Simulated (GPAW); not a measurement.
# Quasiparticle gap of WS2 (2H monolayer) in GPAW

Aim: the G0W0 gap of WS2 (2H monolayer) on LDA, step by step.

Method: LDA and many-body steps on it, plane waves, in GPAW 26.7.0.

**The experiments to reproduce.**

- Gap 2.27 eV: quasiparticle gap, capped by bilayer graphene, n=1 energy plus inferred exciton binding energy; reflectance contrast spectroscopy with empirical scaling; 70 K; monolayer (exfoliated monolayer covered with bilayer graphene) on fused silica (“Coulomb engineering of the bandgap and excitons in two-dimensional materials”, 2017, pmc:5418602).

- Gap 2.4 eV: quasiparticle gap, n=1 energy plus inferred exciton binding energy; reflectance contrast spectroscopy with empirical scaling; 70 K; monolayer (exfoliated uncapped monolayer on fused silica) on fused silica (“Coulomb engineering of the bandgap and excitons in two-dimensional materials”, 2017, pmc:5418602).

- Gap 2.14 eV: transport (quasiparticle) gap of monolayer from electron and hole threshold voltage difference; ionic liquid gated FET transport; 240 K; monolayer (exfoliated monolayer on SiO2/Si covered by DEME-TFSI ionic liquid) (“Mono- and Bilayer WS2 Light-Emitting Transistors”, 2014, arxiv:1403.7551).

- Gap 2 eV: optical gap, A exciton absorption peak in equilibrium (not the quasiparticle gap); differential reflectance microscopy; 300 K; monolayer (CVD-grown monolayer on sapphire, unexcited) on sapphire (“Observation of exciton redshift-blueshift crossover in monolayer WS2”, 2018, arxiv:1804.10347).

- Gap 1.99 eV: optical gap, A exciton emission from PL; photoluminescence, 532 nm excitation; monolayer (as-grown MOCVD domains on c-plane sapphire) on Al2O3 (0001) (“Tungsten Oxide Mediated Quasi-van der Waals Epitaxy of WS2 on Sapphire”, 2023, pmc:10062024).

This is a selection; 57 further reports are not listed.

### 1. Set-up

The cell holds 3 atoms: 1 W and 2 S. Cell: a = 3.601 Å, b = 3.601 Å, c = 14.500 Å, α = 90.0°, β = 90.0°, γ = 120.0°. Vacuum lies along c.

The start is a generated structure, not a measured one. Spin-orbit coupling is left out unless a step names it.

### 2. Relaxation

This step: GPAW 26.7.0; DFT, LDA, plane waves, PAW.

Gaps follow bond lengths, so the structure is brought to rest first.

run.py reads:

```python
import json
import numpy as np
from gpaw.mpi import world
from ase import Atoms
from ase.constraints import FixSymmetry
from ase.filters import FrechetCellFilter
from ase.optimize import BFGS
from gpaw import GPAW, PW, FermiDirac

atoms = Atoms(['W', 'S', 'S'],
    cell=[[3.6013567800, 0.0000000000, 0.0000000000],
      [-1.8006783900, 3.1188664596, 0.0000000000],
      [0.0000000000, 0.0000000000, 14.5000000000]],
    scaled_positions=[[0.3333333333, 0.6666666667, 0.5000000000],
      [0.6666666667, 0.3333333333, 0.6212512193],
      [0.6666666667, 0.3333333333, 0.3787487807]],
    pbc=(True, True, False))
atoms.set_constraint(FixSymmetry(atoms))
atoms.calc = GPAW(mode=PW(550),
    xc='LDA',
    kpts={'size': (9, 9, 1), 'gamma': True},
    occupations=FermiDirac(0.02),
    convergence={'density': 1e-5},
    txt='relax.txt')
steps = []
opt = BFGS(FrechetCellFilter(atoms, mask=[1, 1, 0, 0, 0, 1]), logfile='bfgs.log')
opt.attach(lambda: steps.append([atoms.get_potential_energy(), atoms.cell[:], atoms.positions.copy(), atoms.get_forces()]))
converged = opt.run(fmax=0.03, steps=50)
res = {'converged': bool(converged), 'steps': steps, 'cell': atoms.cell[:], 'frac': atoms.get_scaled_positions()}

if world.rank == 0:
    with open('result.json', 'w') as f:
        json.dump(res, f, default=lambda x: x.tolist())
```

Started as:

```console
> mpirun -n 16 gpaw python run.py
```

Numbers of over 12 decimals in the logs are rounded to 6 here.

The program printed:

```text
Step     Time          Energy          fmax
BFGS:    0       -21.484709        4.625508
BFGS:    1       -22.503564        4.220744
BFGS:    2       -24.560134        1.915949
[...]
BFGS:    6       -24.860812        0.040190
BFGS:    7       -24.860884        0.008014
```

Run time: 29 s. Hardware: 16 MPI ranks of Arm Neoverse V1, shared host; peak memory 2.9 GiB.

Relaxation path:

```csv
step,energy less that of the first step (eV),largest force (eV/Å)
1,0.0000,4.0130
2,-1.0189,3.5301
3,-3.0754,0.6515
4,-3.1907,1.9863
5,-3.2880,0.6686
6,-3.3163,0.4788
7,-3.3761,0.0330
8,-3.3762,0.0080
```

The atoms that moved most (Å):

```csv
atom,dx,dy,dz,length
S3,0.000,0.000,0.199,0.199
S2,0.000,0.000,-0.199,0.199
```

The relaxed structure:

```cif
data_structure
_symmetry_space_group_name_H-M 'P 1'
_symmetry_Int_Tables_number 1
_cell_length_a 3.1224
_cell_length_b 3.1224
_cell_length_c 14.5000
_cell_angle_alpha 90.000
_cell_angle_beta 90.000
_cell_angle_gamma 120.000
_cell_volume 122.43
loop_
_atom_site_label
_atom_site_type_symbol
_atom_site_fract_x
_atom_site_fract_y
_atom_site_fract_z
_atom_site_occupancy
W1 W 0.33333 0.66667 0.50000 1
S2 S 0.66667 0.33333 0.60754 1
S3 S 0.66667 0.33333 0.39246 1
```

### 3. Ground state

The ground-state density comes first.

run.py reads:

```python
import json
import numpy as np
from gpaw.mpi import world
from ase import Atoms
from gpaw import GPAW, PW, FermiDirac

atoms = Atoms(['W', 'S', 'S'],
    cell=[[3.1224061342, 0.0000000000, 0.0000000000],
      [-1.5612030671, 2.7040830332, 0.0000000000],
      [0.0000000000, 0.0000000000, 14.5000000000]],
    scaled_positions=[[0.3333333333, 0.6666666667, 0.5000000000],
      [0.6666666667, 0.3333333333, 0.6075445401],
      [0.6666666667, 0.3333333333, 0.3924554599]],
    pbc=(True, True, False))
calc = GPAW(mode=PW(450),
    xc='LDA',
    kpts={'size': (12, 12, 1), 'gamma': True},
    occupations=FermiDirac(0.001),
    nbands=-7,
    convergence={'density': 1e-6, 'bands': -3},
    maxiter=100,
    txt='gs.txt')
atoms.calc = calc
res = {'energy': atoms.get_potential_energy()}
kpts = calc.get_ibz_k_points()
res['kpts'] = kpts
res['eigenvalues'] = [calc.get_eigenvalues(kpt=k) for k in range(len(kpts))]
res['n_electrons'] = calc.get_number_of_electrons()
calc.write('gs.gpw')

if world.rank == 0:
    with open('result.json', 'w') as f:
        json.dump(res, f, default=lambda x: x.tolist())
```

Started as:

```console
> mpirun -n 16 gpaw python run.py
```

The program printed:

```text
__  _  _
 | _ |_)|_||  |
 |__||  | ||/\| - 26.7.0

Input parameters:
  mode=PW(ecut=450.000000),
  convergence={'density': 1e-06, 'bands': -3},
  kpts=MonkhorstPack(size=(12, 12, 1), gamma=True),
  maxiter=100,
  nbands=-7,
  occupations=Occupations(name='fermi-dirac', width=0.001, fixmagmom=False),
  xc=XC(name='LDA')
  [... matrices ...]
Diagonalizing LCAO Hamiltonian
Converting LCAO to pw mode

           S

        W

           S

Atoms  # Å, Bohr magnetons
|   | symbol |         x |        y |        z |    initial magnetic moments |
| 0 |      W | -0.000000 | 1.802722 | 7.250000 | ( 0.0000,  0.0000,  0.0000) |
| 1 |      S |  1.561203 | 0.901361 | 8.809396 | ( 0.0000,  0.0000,  0.0000) |
| 2 |      S |  1.561203 | 0.901361 | 5.690604 | ( 0.0000,  0.0000,  0.0000) |

Unit cell  # Å
| periodic |         x |        y |         z |   lengths |     angles |
|      yes |  3.122406 | 0.000000 |  0.000000 |  3.122406 |  90.000000 |
|      yes | -1.561203 | 2.704083 |  0.000000 |  3.122406 |  90.000000 |
|       no |  0.000000 | 0.000000 | 14.500000 | 14.500000 | 120.000000 |

Number of symmetries: 12
Symmetry operations  # r_c * U_cc + t_c -> r_c
|    | kind |            matrix            |
|  0 |  σ   |  1, 1, 0,  0,-1, 0,  0, 0, 1 |
|  1 |  C2  |  1, 1, 0,  0,-1, 0,  0, 0,-1 |
|  2 |  E   |  1, 0, 0,  0, 1, 0,  0, 0, 1 |
|  3 |  σ   |  1, 0, 0,  0, 1, 0,  0, 0,-1 |
|  4 |  C3  |  0, 1, 0, -1,-1, 0,  0, 0, 1 |
|  5 |  S3  |  0, 1, 0, -1,-1, 0,  0, 0,-1 |
|  6 |  σ   |  0,-1, 0, -1, 0, 0,  0, 0, 1 |
|  7 |  C2  |  0,-1, 0, -1, 0, 0,  0, 0,-1 |
|  8 |  σ   | -1, 0, 0,  1, 1, 0,  0, 0, 1 |
|  9 |  C2  | -1, 0, 0,  1, 1, 0,  0, 0,-1 |
| 10 |  C3  | -1,-1, 0,  1, 0, 0,  0, 0, 1 |
| 11 |  S3  | -1,-1, 0,  1, 0, 0,  0, 0,-1 |

BZ-sampling:
  Number of BZ points: 144
  Number of IBZ points: 19

  Monkhorst-Pack size: [12, 12, 1]
  Monkhorst-Pack shift: [0.041667, 0.041667, 0.0]

K-points  # in reciprocal-cell coordinates
|     |                                coordinates |     weight |
|   0 | ( -0.00000000,  -0.00000000,   0.00000000) | 0.00694444 |
|   1 | (  0.08333333,  -0.00000000,   0.00000000) | 0.04166667 |
|   2 | (  0.16666667,  -0.08333333,   0.00000000) | 0.04166667 |
|   3 | (  0.16666667,  -0.00000000,   0.00000000) | 0.04166667 |
|   4 | (  0.25000000,  -0.08333333,   0.00000000) | 0.08333333 |
|   5 | (  0.25000000,  -0.00000000,   0.00000000) | 0.04166667 |
|   6 | (  0.33333333,  -0.16666667,   0.00000000) | 0.04166667 |
|   7 | (  0.33333333,  -0.08333333,   0.00000000) | 0.08333333 |
|   8 | (  0.33333333,  -0.00000000,   0.00000000) | 0.04166667 |
|   9 | (  0.33333333,   0.33333333,   0.00000000) | 0.01388889 |
| ... |                                            |            |
|  18 | (  0.50000000,   0.50000000,   0.00000000) | 0.02083333 |

Plane wave coefficients: 2703
Cutoff: 450.000000 eV

Spin-components: 1 (collinear spins)
Bands:           20
Projectors:      16
Spin-degeneracy: 2
Datatype:        complex128

  Storage: CPU
  Wave functions: 16_434_240 bytes (1_027_140 per core)
  Projectors: 18_899_376 bytes (1_181_211 per core)
  [... matrices ...]
Parallelization:
  kpt:    4
  domain: 4
  band:   1

Density:
  Valence electrons: 26.0
  Components: 1
  Grid points: [16 16 72]
  Charge: 0.0  # |e|

Potential:
  Grid points: [16 16 72]

species:
  W:
    name:    Tungsten
    Z:       74.0
    valence: 14
    core:    60
    charge:  0.0  # [|e|]
    compensation charges:
      type: gauss
      rc: 0.40  # [Å]
      lmax: 2
    cutoffs:
      filter: 2.36  # [Å]
      core: 3.02  # [Å]
    projectors
    | kind |    occ | energy [eV] | rcut [Å] |
    |   5s |  2.000 |     -79.053 |    1.344 |
    |   6s |  2.000 |      -5.886 |    1.344 |
    |   5p |  6.000 |     -43.417 |    1.355 |
    |   6p |  0.000 |      -1.469 |    1.355 |
    |   5d |  4.000 |      -4.693 |    1.228 |
    |    d |        |      22.518 |    1.228 |

    Using partial waves for W as LCAO basis

  S:
    name:    Sulfur
    Z:       16.0
    valence: 6
    core:    10
    charge:  0.0  # [|e|]
    compensation charges:
      type: gauss
      rc: 0.24  # [Å]
      lmax: 2
    cutoffs:
      filter: 1.77  # [Å]
      core: 1.66  # [Å]
    projectors
    | kind |    occ | energy [eV] | rcut [Å] |
    |   3s |  2.000 |     -17.278 |    0.974 |
    |   3p |  4.000 |      -7.106 |    0.979 |
    |    s |        |       9.933 |    0.974 |
    |    p |        |      20.105 |    0.979 |
    |    d |        |       0.000 |    0.900 |

    Using partial waves for S as LCAO basis

Reference energy: -460165.274101  # eV

eigensolver:
  PPCG
  Converge bands: -3
  niter=2

density mixing:
  MSR1-Mixer
  Pratt-step length: 0.05
  Maximum mixing coefficient: 0.75
  Old densities: 10
  SVD Regularization: 0.005
  Good broyden scale: 1.0
  Trust region scale: 1.0
  Backstep threshold: 4.0
  History deletion threshold: 6.0
  Fourier metric: weight=20.0, sigma=0.015

occupation numbers:
  Fermi-Dirac:
    width: 0.0010  # eV

poisson solver:
  ecut: 3600.000000  # eV

xc functional:
  name: None

Initialization done in: 1.063 s

convergence criteria:
- Maximum integral of absolute [dens]ity change: 1e-06 electrons / valence electron
- Maximum [total energy] change in last 3 cyles: 0.0005 eV / valence electron
- Maximum integral of absolute [eigenst]ate change: 4e-08 eV^2 / valence electron
maximum number of iterations: 100

SCF iterations
|iter     |     time |      energy | eigst |  dens |
|iter:   1|  |  -25.213693 | +0.69 |       |
|iter:   2|  |  -25.194695 | -0.66 | -1.19 |
|iter:   3|  |  -24.964982 | -0.86 | -1.22 |
|iter:   4|  |  -24.949453 | -0.88 | -1.60 |
|iter:   5|  |  -24.848469 | -1.43 | -1.57 |
|iter:   6|  |  -24.845520 | -2.96 | -2.01 |
|iter:   7|  |  -24.845544c| -4.11 | -2.89 |
|iter:   8|  |  -24.845539c| -4.95 | -3.51 |
|iter:   9|  |  -24.845540c| -5.66 | -4.34 |
|iter:  10|  |  -24.845540c| -6.22 | -4.88 |
|iter:  11|  |  -24.845540c| -6.69 | -5.33 |
|iter:  12|  |  -24.845540c| -7.11 | -5.90 |
|iter:  13|  |  -24.845540c| -7.49c| -6.48c|

Converged in 13 steps
SCF loop duration: 2.875 s (0.221 s/step)
Energy contributions relative to reference atoms: (reference = -460165.274101)
  [... matrices ...]
Energy contributions:
  Kinetic:          21.291392
  Coulomb:         -22.115272
  Zero:             -0.013929
  External:          0.000000
  Xc:              -24.007731
  Entropy:          -0.000000
  Spinorbit:         0.000000
  ----------------------------
  Free energy:     -24.845540
  Extrapolated:    -24.845540

dipole moment: (0.326176, -0.188314, 0.000017)  # |e|*Ang

Fermi level: 0.980
Eigenvalues  # (at kpt = [-0.000, -0.000, 0.000])
| band index |      eig [eV] | occ [0-2] |
|          0 |       -73.582 |     2.000 |
|        ... |               |           |
|          5 |       -13.132 |     2.000 |
|          6 |        -6.477 |     2.000 |
|          7 |        -2.807 |     2.000 |
|          8 |        -2.807 |     2.000 |
|          9 |        -2.143 |     2.000 |
|         10 |        -1.488 |     2.000 |
|         11 |        -1.488 |     2.000 |
|         12 |        -0.089 |     2.000 |
|         13 |         3.130 |     0.000 |
|         14 |         3.130 |     0.000 |
|         15 |         3.331 |     0.000 |
|         16 |         3.331 |     0.000 |
|         17 |         5.233 |     0.000 |
|         18 |         5.867 |     0.000 |
|         19 |         5.892 |     0.000 |

Gap: 1.996 eV
Transition (v -> c):
  (s=0, k=9, n=12, [0.33, 0.33, 0.00]) -> (s=0, k=9, n=13, [0.33, 0.33, 0.00])
No difference between direct/indirect transitions
vacuum-level: 6.014  # V
# Writing to gs.gpw (mode='')
  [... matrices ...]
```

The job ended after 6.2 s (16 MPI ranks; peak memory 2.3 GiB; 86 s of CPU time).

Numbers from this step:

```yaml
total_energy: -24.85 eV
gap: 1.996 eV
k_of_the_valence_top: 0.3333, 0.3333, 0
k_of_the_conduction_bottom: 0.3333, 0.3333, 0
least_direct_gap: 1.996 eV
```

The gap is direct, at (0.333, 0.333, 0.000).

### 4. Bands along the symmetry lines

Levels along a band path, at the cheap level, show where the edges lie and whether the meshes to come will hold them.

run.py reads:

```python
import json
import numpy as np
from gpaw.mpi import world
from gpaw import GPAW

path = [[0.000000, 0.000000, 0.000000],
    [0.062500, 0.000000, 0.000000],
    [0.125000, 0.000000, 0.000000],
    [0.187500, 0.000000, 0.000000],
    [0.250000, 0.000000, 0.000000],
    [0.312500, 0.000000, 0.000000],
    [0.375000, 0.000000, 0.000000],
    [0.437500, 0.000000, 0.000000],
    [0.500000, 0.000000, 0.000000],
    [0.479167, 0.041667, 0.000000],
    [0.458333, 0.083333, 0.000000],
    [0.437500, 0.125000, 0.000000],
    [0.416667, 0.166667, 0.000000],
    [0.395833, 0.208333, 0.000000],
    [0.375000, 0.250000, 0.000000],
    [0.354167, 0.291667, 0.000000],
    [0.333333, 0.333333, 0.000000],
    [0.291667, 0.291667, 0.000000],
    [0.250000, 0.250000, 0.000000],
    [0.208333, 0.208333, 0.000000],
    [0.166667, 0.166667, 0.000000],
    [0.125000, 0.125000, 0.000000],
    [0.083333, 0.083333, 0.000000],
    [0.041667, 0.041667, 0.000000],
    [0.000000, 0.000000, 0.000000]]
calc = GPAW('gs.gpw').fixed_density(kpts=path,
    symmetry='off',
    nbands=23,
    convergence={'bands': 19},
    txt='bands.txt')
res = {}
kpts = calc.get_ibz_k_points()
res['kpts'] = kpts
res['eigenvalues'] = [calc.get_eigenvalues(kpt=k) for k in range(len(kpts))]
res['n_electrons'] = calc.get_number_of_electrons()

if world.rank == 0:
    with open('result.json', 'w') as f:
        json.dump(res, f, default=lambda x: x.tolist())
```

Started as:

```console
> mpirun -n 16 gpaw python run.py
```

The program printed:

```text
Diagonalizing LCAO Hamiltonian
Converting LCAO to pw mode
convergence criteria:
- Maximum integral of absolute [eigenst]ate change: 4e-08 eV^2 / valence electron
maximum number of iterations: 100

SCF iterations
|iter     |     time |      energy | eigst |  dens |
|iter:   1|  |             | +1.06 |       |
|iter:   2|  |             | -0.05 |       |
|iter:   3|  |             | -1.40 |       |
[...]
|iter:   8|  |             | -6.06 |       |
|iter:   9|  |             | -6.83 |       |
|iter:  10|  |             | -7.41c|       |
SCF steps: 10
  __  _  _
 | _ |_)|_||  |
 |__||  | ||/\| - 26.7.0

Input parameters:
  mode=PW(ecut=450.000000),
  convergence={'bands': 19},
  gpts=array([16, 16, 72]),
  kpts=KPoints(kpts=array([[0.      , 0.      , 0.      ],
         [0.0625  , 0.      , 0.      ],
         [0.125   , 0.      , 0.      ],
         [0.1875  , 0.      , 0.      ],
[...]
[0.479167, 0.041667, 0.      ],
         [0.458333, 0.083333, 0.      ],
[...]
[0.416667, 0.166667, 0.      ],
[...]
[0.25    , 0.25    , 0.      ],
[...]
[0.125   , 0.125   , 0.      ],
         [0.083333, 0.083333, 0.      ],
         [0.041667, 0.041667, 0.      ],
         [0.      , 0.      , 0.      ]])),
  maxiter=100,
  nbands=23,
  occupations=Occupations(name='fermi-dirac', width=0.001, fixmagmom=False),
  parallel={},
  symmetry=Symmetry(point_group=False, time_reversal=False),
  xc=XC(name='LDA')
  [... matrices ...]
timing:  # [seconds]
  Total: 0.055  # ━━━━━━━━━━━━━━━━━━━━━━━━━━━━━━━━━━━━━━━━━━━━━━━━━━━━━━━━━━━
```

It took 5.4 s on 16 MPI ranks; peak memory 2.7 GiB.

This step gave:

| Property | Result |
| --- | --- |
| gap | 1.996 eV |
| k of the valence top | 0.3333, 0.3333, 0 |
| k of the conduction bottom | 0.3333, 0.3333, 0 |
| least direct gap | 1.996 eV |

The gap is 1.996 eV, as in the run before at this level.

Electronic bands along the path, in eV, zero at the top of the highest filled band:

```csv
point,band 10,band 11,band 12,band 13,band 14,band 15,band 16,band 17
Γ,-2.21,-1.55,-1.55,-0.15,3.06,3.06,3.27,3.27
halfway,-2.69,-1.94,-1.63,-0.93,2.33,2.71,3.30,4.35
M,-3.46,-2.15,-1.13,-0.92,3.08,3.49,4.10,4.96
halfway,-3.51,-2.77,-2.15,-0.43,2.74,3.80,3.88,4.98
K,-3.87,-3.31,-2.38,0.00,2.00,3.30,4.26,5.92
halfway,-3.54,-2.25,-1.28,-0.89,2.03,2.94,3.09,4.80
Γ,-2.21,-1.55,-1.55,-0.15,3.06,3.06,3.27,3.27
```

### 5. Empty states on the mesh, 12×12×1 mesh, 287 bands

The sums over transitions need many empty states on a uniform mesh; this step solves for them.

run.py reads:

```python
import json
import numpy as np
from gpaw.mpi import world
from gpaw import GPAW

calc = GPAW('gs.gpw').fixed_density(kpts={'size': (12, 12, 1), 'gamma': True},
    parallel={'domain': 1, 'band': 1},
    txt='nscf.txt')
calc.diagonalize_full_hamiltonian(nbands=287)
calc.write('full.gpw', mode='all')
res = {}
kpts = calc.get_ibz_k_points()
res['kpts'] = kpts
res['eigenvalues'] = [calc.get_eigenvalues(kpt=k) for k in range(len(kpts))]
res['n_electrons'] = calc.get_number_of_electrons()

if world.rank == 0:
    with open('result.json', 'w') as f:
        json.dump(res, f, default=lambda x: x.tolist())
```

Started as:

```console
> mpirun -n 16 gpaw python run.py
```

The program printed:

```text
Diagonalizing LCAO Hamiltonian
Converting LCAO to pw mode
convergence criteria:
- Maximum integral of absolute [eigenst]ate change: 4e-08 eV^2 / valence electron
maximum number of iterations: 100

SCF iterations
|iter     |     time |      energy | eigst |  dens |
|iter:   1|  |             | +0.53 |       |
|iter:   2|  |             | -0.93 |       |
|iter:   3|  |             | -2.20 |       |
[...]
|iter:  10|  |             | -6.42 |       |
|iter:  11|  |             | -6.96 |       |
|iter:  12|  |             | -7.43c|       |
SCF steps: 12
  __  _  _
 | _ |_)|_||  |
 |__||  | ||/\| - 26.7.0

Input parameters:
  mode=PW(ecut=450.000000),
  convergence={'density': 1e-06, 'bands': -3},
  gpts=array([16, 16, 72]),
  kpts=MonkhorstPack(size=(12, 12, 1), gamma=True),
  maxiter=100,
  nbands=20,
  occupations=Occupations(name='fermi-dirac', width=0.001, fixmagmom=False),
  parallel={'domain': 1, 'band': 1},
  xc=XC(name='LDA')
Matrix size: 2703x2703
# Writing to full.gpw (mode='all')
  [... matrices ...]

timing:  # [seconds]
  Total: 51.086  # ━━━━━━━━━━━━━━━━━━━━━━━━━━━━━━━━━━━━━━━━━━━━━━━━━━━━━━━━━━
```

Elapsed: 56 s, on 16 MPI ranks; peak memory 9.5 GiB; 13 min of CPU time.

This step gave:

```
gap                                                           : 1.996 eV
k of the valence top                                          : 0.3333, 0.3333, 0
k of the conduction bottom                                    : 0.3333, 0.3333, 0
least direct gap                                              : 1.996 eV
k points computed                                             : 19
lowest point of the top converged band, above the valence top : 93.4187 eV
```

On this mesh the gap is 1.996 eV.

(Part 1 of 2 ends here.)

[Paths, hosts, dates, memory and timing lines, banners, echoed tables and standing remarks are left out of the program output.]

[Logs are printed without paths, hosts, clocks, repeated set-up lines and the standing remarks that a program may print on its own settings, such as how far it seeks lower states.]

[Runs of the session that timed out or met a known fault of the program may be left out.]

[No measured gap is set beside runs whose start may be inverted or whose files or cutoffs have a known fault.]

[Hosts, paths, dates, database ids (printed as entryN), source tags and the programs' standing remarks are cut or masked in the printed files.]
